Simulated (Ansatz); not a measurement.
# How Mo(110) screens a field, part 2 of 2

Wanted: the response of a Mo(110) slab to a perpendicular field.

Ansatz 0.2.0; plane-wave DFT, LDA, Ansatz PAW.

So far. Step 9 (Atoms held, field 0.4 V/Å): The dipole is 0.200 e·Å.

### Step 10. The response

This step: plane-wave DFT, LDA, Ansatz PAW; screening of a field by a metal slab (Ansatz 0.2.0).

The dipoles give the slope, and the difference of two potentials shows where the field is screened.

This step gave:

- equivalent conductor thickness p/(ε₀AE): 12.90 Å
- distance between the outer atoms: 8.910 Å
- inner field over outer field: -0.003385
- image plane, upper face: 1.970 Å
- induced electrons on the upper face over ε₀E: -1.004
- image plane, lower face: 1.970 Å
- induced electrons on the lower face over ε₀E: 1.004

Table of dipole of the cell by applied field:

```csv
applied field (V/Å),dipole of the cell (e·Å)
-0.200,-0.100
-0.100,-0.0500
-0.050,-0.0250
0.000,0
0.050,0.0250
0.100,0.0500
0.200,0.100
0.400,0.200
```

Local field over the applied field, running mean. From the potentials at -0.05 and 0.05 V/Å; running mean over 2.227 Å. Local field over applied field against z:

```csv
z (Å),local field over applied field
4.5,0.991
5.0,0.976
5.5,0.942
6.0,0.870
6.5,0.738
7.0,0.540
7.5,0.323
8.0,0.147
8.5,0.0264
9.0,-0.0212
9.5,-0.0113
10.0,-3.3e-4
10.5,0.00170
11.0,0.00123
11.5,-9.7e-6
12.0,-0.00136
12.5,-0.00189
13.0,-0.00393
13.5,-0.00495
14.0,-0.00353
14.5,-0.00168
15.0,-0.00122
15.5,2.9e-4
16.0,0.00136
16.5,0.00151
17.0,-0.00104
17.5,-0.0149
18.0,-0.0177
18.5,0.0431
19.0,0.174
19.5,0.360
20.0,0.580
20.5,0.767
21.0,0.886
21.5,0.950
22.0,0.980
22.5,0.992
```

Electrons, planar mean, per unit field. Induced electron density against z:

```csv
z (Å),induced electron density (e/Å³ per V/Å)
4.5,5.1e-5
5.0,1.4e-4
5.5,3.4e-4
6.0,7.8e-4
6.5,0.00162
7.0,0.00283
7.5,0.00377
8.0,0.00264
8.5,-0.00105
9.0,-6.6e-5
9.5,-1.1e-4
10.0,2.0e-5
10.5,3.0e-5
11.0,9.4e-6
11.5,-6.5e-5
12.0,7.2e-5
12.5,5.9e-5
13.0,-3.9e-5
13.5,3.0e-6
14.0,2.7e-5
14.5,-6.8e-5
15.0,-6.9e-5
15.5,1.1e-4
16.0,-5.1e-5
16.5,-1.7e-5
17.0,-4.7e-5
17.5,2.3e-4
18.0,2.3e-4
18.5,5.2e-4
19.0,-0.00313
19.5,-0.00368
20.0,-0.00260
20.5,-0.00144
21.0,-6.8e-4
21.5,-2.9e-4
22.0,-1.1e-4
22.5,-4.3e-5
```

By hand: between -0.05 and 0.05 V/Å the dipole changes by 0.05003 e·Å, a slope of 0.5003 e·Å²/V. A perfect conductor of thickness t has p = ε₀AEt, so t = 180.95 × 0.5003 / 7.016 = 12.90 Å (e/ε₀ = 180.95 V·Å, A in Å²). Less the 8.91 Å between the outer atoms, and halved, that puts each image plane 2.00 Å out.

The induced dipole is that of a conductor 12.90 Å thick.

### Step 11. The same run with other settings

This step: plane-wave DFT, LDA, Ansatz PAW (Ansatz 0.2.0).

An input spoilt on purpose, to show how the run answers: it repeats the earlier run at 0.05 V/Å with efield.ramp_position from 0.97 to 0.475, and scf.max_iter set to 60.

input.yaml reads:

```yaml
crystal:
  lattice:
    - [2.2273863607, -1.575, 0.0]
    - [2.2273863607, 1.575, 0.0]
    - [0.0, 0.0, 26.909545443]
  atoms:
    - { symbol: Mo, position: [0.0, 0.0, 0.33445381] }
    - { symbol: Mo, position: [0.5, 0.5, 0.417226905] }
    - { symbol: Mo, position: [0.0, 0.0, 0.5] }
    - { symbol: Mo, position: [0.5, 0.5, 0.582773095] }
    - { symbol: Mo, position: [0.0, 0.0, 0.66554619] }
kpoints:
  mp_grid: { grid: [20, 20, 1] }
hamiltonian:
  xc: lda
scf:
  occupations: { method: fermi_dirac, width: 0.1 }
  convergence: { dr2_threshold: 1.0e-10 }
  max_iter: 60
efield:
  axis: 3
  dipole_correction: true
  ramp_position: 0.475
  ramp_width: 0.06
  amplitude: 0.05
output:
  forces: true
  write_potential: true
  write_density: true
  volumetric_format: npy
```

Command:

```console
ansatz run input.yaml --threads 2 --pin off --max-ram 3072MiB --backend cpu --events-out ev --progress --plain --runs-dir out
```

Numbers of over 12 decimals in the logs are rounded to 6 here.

The log of the run:

```text
Engine: ansatz 0.2.0, aarch64-unknown-linux-gnu
Pseudopotentials: kind: paw
Pseudopotential: Mo, paw, valence charge 14, recommended cutoff 420 eV (normal), Mo.paw.azcp
Functional definition: SPW92
  exchange = slater_x
  correlation = pw_c
Crystal: 5 atoms, lattice volume = 188.805 Å³
Basis set: ecut = 420 eV, 3751 PW (Γ)
Bands: 42, of which v1, the nominal top of the filled ones, is band 35 counted from 1 (34 counted from 0)
Symmetry: 4 space group operations
k-points: 111 of 400
Non-local potential: Mo, projectors of the file, l = 0: 3, l = 1: 2, l = 2: 2, l = 3: 1
PAW form: soft (Blöchl's): semilocal exchange-correlation on the pseudo side does not see the compensation charge
PAW frozen core: Mo, regenerated for the run's functional, and the local potential with it (the file was generated under x = pbe(κ = 0.804, μ = 0.219515), c = pbe(β = 0.066725))
PAW one-centre angular grid: Mo, 590 points (default); XC on 64 Gauss nodes
Initial density: superposition of atomic densities (neutral atoms: chi_scale 0, normalization atom, screened)
Initial wavefunctions: pseudopotential atomic-orbital guess
Functional: x = slater, c = lda
Error: efield: ion 2 (Mo) at fractional coordinate 0.5000 along the field axis lies inside the sawtooth ramp with 2 of the planes that the density is read on at each end, [0.4639, 0.5461] — the ramp must sit in vacuum (an ion there feels the fictitious reversed slope); set or move the ramp (efield.ramp_position / ramp_width) or move the geometry
```

Wall time 1 s (2 threads of Arm Neoverse N1, shared host); peak memory 0.47 GiB.

The program refused the input before any cycle.

The program's message: “Error: efield: ion 2 (Mo) at fractional coordinate 0.5000 along the field axis lies inside the sawtooth ramp with 2 of the planes that the density is read on at each end, [0.4639, 0.5461] — the ramp m …”

The fault put into the input: the ramp among the atoms.

### Step 12. The same run with other settings

Another changed input: it repeats the earlier run at 0.05 V/Å with efield.ramp_width from 0.06 to 0.04 and efield.dipole_correction from true to false.

Changes to input.yaml since step 11:

```diff
@@ -18,8 +18,7 @@
   convergence: { dr2_threshold: 1.0e-10 }
-  max_iter: 60
 efield:
   axis: 3
-  dipole_correction: true
-  ramp_position: 0.475
-  ramp_width: 0.06
+  dipole_correction: false
+  ramp_position: 0.97
+  ramp_width: 0.04
   amplitude: 0.05
```

The log of the run:

```text
[...]
Crystal: 5 atoms, lattice volume = 188.805 Å³
Basis set: ecut = 420 eV, 3751 PW (Γ)
Bands: 42, of which v1, the nominal top of the filled ones, is band 35 counted from 1 (34 counted from 0)
Symmetry: 4 space group operations
k-points: 111 of 400
[...]
SCF iter   1: F=—  HF=-24211.395596 eV  |F-HF|=—  |Δ(HF+E_count)|=         —  Δρ=1.14e-2  dr2=9.86e0  ethr=1.77e-3  p=0.000 e·Å  V_vac-E_F(+/−)=5.76/4.51 eV  ⟨swp⟩=9.0  Hψ=49833  notcnv=0  defer=17
[...]
SCF iter  11: F=-24211.296626 eV  HF=-24211.296626 eV  |F-HF|=6.91e-11  |Δ(HF+E_count)|=  1.75e-10  Δρ=1.27e-7  dr2=4.31e-11  ethr=1.00e-12  p=0.048 e·Å  V_vac-E_F(+/−)=5.48/4.32 eV  ⟨swp⟩=12.9  Hψ=32981  notcnv=0
SCF 1 converged in 11 iterations: F = -24211.296626 eV  dr2 = 4.31e-11
[...]
SCF converged after 11 iterations
Free energy (F): -24211.296626 eV
[...]
Internal energy: -24211.143905 eV  (E = F + TS)
E sigma→0 (E₀):  -24211.220265 eV
Entropy (-TS):   -0.152722 eV (-30.544 meV/atom)
Fermi energy:    5.813866 eV
Dipole field:    D = 0.046057 V/Å  (p = 0.048056 e·Å, saw-weighted)
Work function:   not extracted (applied field tilts the vacuum); planar V_es + V_field profile in the machine report
[...]
--- Forces (eV/Å), atoms counted from 1 ---
  atom   1  Mo     0.00000000     0.00000000     1.06498358
  atom   2  Mo     0.00000000     0.00000000    -0.62197759
  atom   3  Mo     0.00000000     0.00000000    -0.00143655
  atom   4  Mo     0.00000000     0.00000000     0.63153299
  atom   5  Mo     0.00000000     0.00000000    -1.07311286
  max |Σ_I F_I| component: 1.04e-5 eV/Å
--- Band table (eV; the first three rows and the last of 111) ---
  k-point 0: bands = [... 31 lower, 4.3561, 4.4397, 4.7666, 5.0013, 5.7430, 6.1576, 6.8966, 7.0518, ... 10 higher]
  k-point 1: bands = [... 31 lower, 4.3138, 4.4779, 4.7985, 4.9347, 5.8114, 6.0246, 6.7279, 6.8850, ... 10 higher]
  k-point 2: bands = [... 31 lower, 4.2464, 4.5649, 4.6632, 5.0674, 5.5937, 6.1309, 6.1819, 6.7494, ... 10 higher]
  k-point 110: bands = [... 31 lower, 5.3983, 6.3560, 6.3643, 6.5815, 7.1163, 7.2493, 7.5790, 8.3466, ... 10 higher]
```

It took 2.1 min on 2 threads; peak memory 0.88 GiB; 4.2 min of CPU time.

```csv
quantity,this run,earlier run,difference
dipole along the normal (e·Å),0.04806,0.02501,0.023
```

With the dipole correction off, the periodic images add a field of their own to the typed one.

It moves by +0.023 e·Å.

These numbers are not those of the isolated slab.

### Step 13. Results

| Quantity | Value |
| --- | --- |
| work function | 4.95 eV |
| image plane, upper face | 1.97 Å |
| induced electrons on the upper face over ε₀E | -1.00 |
| equivalent conductor thickness p/(ε₀AE) | 12.9 Å |
| inner field over outer field | -0.00339 |

What this shows: The induced charge has its centre 1.97 Å outside the outermost atoms; this is the plane from which a capacitor's gap or an image potential counts. The equivalent conductor thickness exceeds the distance between the outer atoms by 3.99 Å, about the sum of the two image-plane distances. In the middle of the slab the field is screened to under 0.5 % of its outer value. The atoms are held at bulk positions with the tabulated experimental lattice constant.

[Logs are printed without paths, hosts, clocks, repeated set-up lines and the standing remarks that a program may print on its own settings, such as how far it seeks lower states.]

[Hosts, paths, dates, database ids (printed as entryN), source tags and the programs' standing remarks are cut or masked in the printed files.]

[Maps of the electrostatic potential energy from Ansatz leave out the sawtooth potential of an applied field or a dipole correction, so their vacuum need not be flat; planar profiles and work functions include it.]
